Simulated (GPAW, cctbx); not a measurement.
# By hand: from a DFT structure factor to an extinction distance in ZnIr2

ZnIr2, I4/mcm (no. 140), a = 6.1870 Å, b = 6.1870 Å, c = 4.5245 Å, α = 90.00°, β = 90.00°, γ = 90.00°.

```
atom  mult.       x       y    z
 Ir1      8  0.6445  0.8555  1/2
 Zn1      4       0       0  3/4
```

The cell comes from substitution in a known structure type and wasn't matched to any measured phase.

A DFT run (GPAW, PBE, 450 eV, 6×6×6 k-points, Fermi–Dirac width 0.1 eV) gives the static X-ray structure factor of 110 as 108.204 e for the conventional cell; superposed free atoms give 107.742 e. **Problem.** Find the Fourier component V of the crystal potential and the two-beam extinction distance at 120 kV in both cases.

## Step 1: Geometry

The cell volume is Ω = 173.19 Å³ and d(110) = 4.3749 Å, so g = 1/d = 0.2286 Å⁻¹.

## Step 2: The nuclei

Electrons feel nuclei as well as electrons, so the nuclear charges are summed with the same phases.

Phase sums Σ exp(2πi h·x), turned so that the total is real and positive: Ir +3.028, Zn -4.000. Then F_Z = 77 × (+3.028) + 30 × (-4.000) = 113.13 e. The electron term has the same sign for this reflection.

## Step 3: Mott–Bethe

Poisson's equation, term by term, gives V = (e/4πε₀)(F_Z − F)/(πΩg²), with e/4πε₀ = 14.3996 V Å.

The prefactor is 14.3996 × 4.3749²/(π × 173.19) = 0.50654 V per electron. Free atoms: (113.13 − 107.742) × 0.50654 = 2.729 V. Crystal: (113.13 − 108.204) × 0.50654 = 2.495 V. F changes by +0.43 % and V by -8.6 %: the same 0.46 e is measured against F_Z − F = 5.4 e in place of F = 107.7 e.

## Step 4: Extinction distance

In the two-beam case ξ = 1/(λU) with U = 2γm₀eV/h², that is ξ = 150.41 V Å²/(γλV).

At 120 kV, λ = 0.03349 Å and γ = 1.2348. Free atoms: ξ = 1333 Å. Crystal: ξ = 1458 Å. The thickness fringes go as sin²(πt/ξ), so the two patterns slip by a quarter of a period when t|1/ξ₁ − 1/ξ₀| = 1/4, at t ≈ 389 nm. Thermal motion, absorption and many-beam coupling, left out here, change a real pattern.

## Step 5: Answer

V(110) is 2.49 V against 2.73 V, and ξ is 1458 against 1333 Å. Limits: static atoms, two beams.

[Outputs are excerpts: Python notices, other lines and further rows are left out; steps that failed or that the build refused (PBEsol, TPSS) are not shown.]

[Logs are printed without paths, hosts, clocks, repeated set-up lines and the standing remarks that a program may print on its own settings, such as how far it seeks lower states.]
